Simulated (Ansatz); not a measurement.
# Static equation of state of glassy 76Al2O3-24P2O5 (mol %) (137 atoms)

Density of this cell: 2.78 g/cm³. The cell holds 137 atoms: 38 Al, 12 P and 87 O. Its edges and angles: a = 11.954 Å, b = 11.735 Å, c = 11.907 Å, α = 89.3°, β = 92.1°, γ = 87.8°. The starting structure: 137 atoms (38 Al, 12 P, 87 O) placed at random at 2.77 g/cm³, melted at 4000 K for 10 ps at fixed volume with the Morse and Coulomb pair potential with partial charges (Pedone, Malavasi, Menziani, Cormack and Segre, J. Phys. Chem. B 110, 11780 (2006)). Quenched from 4000 K to 300 K at 50 K/ps and fixed volume, held 10 ps at zero pressure.

Calculated with Ansatz 0.2.0: Kohn-Sham DFT, PBE, PAW (set soft_2), plane waves; cutoff 420 eV, Γ point, fixed occupations. Cell and atoms were relaxed first, to V0 = 12.174 Å³ an atom at a residual P0 = 0.001 GPa. The cell was then scaled evenly, and the atoms were relaxed at each volume.

| volume (Å³/atom) | pressure (GPa) |
| --- | --- |
| 10.956 | 7.076 |
| 11.443 | ? |
| 11.809 | 2.466 |
| 12.539 | -1.096 |
| 12.904 | -2.901 |

Task: Fit the third-order Birch–Murnaghan equation to the rows given and interpolate to the withheld row.

**Working.**

Take the Eulerian strain f = ½[(V0/V)^(2/3) − 1] and the normalised pressure F = (P − P0) / [3f(1 + 2f)^(5/2)]. The third-order Birch–Murnaghan equation is then the line F = B0 + (3/2)B0(B′ − 4) f, so u = f and v = F.

| u = f | v = F (GPa) |
| --- | --- |
| 0.0363829 | 54.3868 |
| 0.0102568 | 76.1475 |
| -0.00975648 | 39.3726 |
| -0.0190505 | 55.9556 |

With n = 4: mean u = 0.00445820, mean v = 56.4656, Σ(u − ū)² = 0.0018075, Σ(u − ū)(v − v̄) = 0.30272. Slope b = 0.30272 / 0.0018075 = 167.48; intercept a = v̄ − b ū = 55.719.

So B0 = a = 55.7 GPa and B′ = 4 + 2b/(3a) = 6.00. At the withheld volume f = 0.02106, F = a + b f = 59.25 GPa, and P = P0 + 3f(1 + 2f)^(5/2) F.

Prediction at 11.443: 4.150 GPa. The run gave 5.058 GPa, so the fit is low by 0.91 GPa (18 % of the value).

The series isn't one smooth equation of state: even a line fitted to all rows, the withheld one included, misses F by up to 40.2 %, the count of bonds changes along the series, an atom moves over 0.5 Å in some relaxation and a scaled cell ends below the relaxed one in energy. B0 and B′ are then only the numbers of this fit, not moduli of the material. Among the rows given, the largest miss of the fit is at 10.956, by 0.97 GPa (9.7 % of the range of the table).

Limits: Static cells at zero temperature; the cell shape is held. The program notes that the SCF threshold of these relaxations is loose for the stress. The quench rate of 50 K/ps is many orders above laboratory rates, so the cell is likely richer in defects and strain than a real sample. The network of bonds at the start is that of the classical potential that made the cell, and needn't be the one that DFT or experiment would give. Only the Γ point is sampled, in a cell whose shortest periodic width is 12 Å.

[Hosts, paths, dates, database ids (printed as entryN), source tags and the programs' standing remarks are cut or masked in the printed files.]
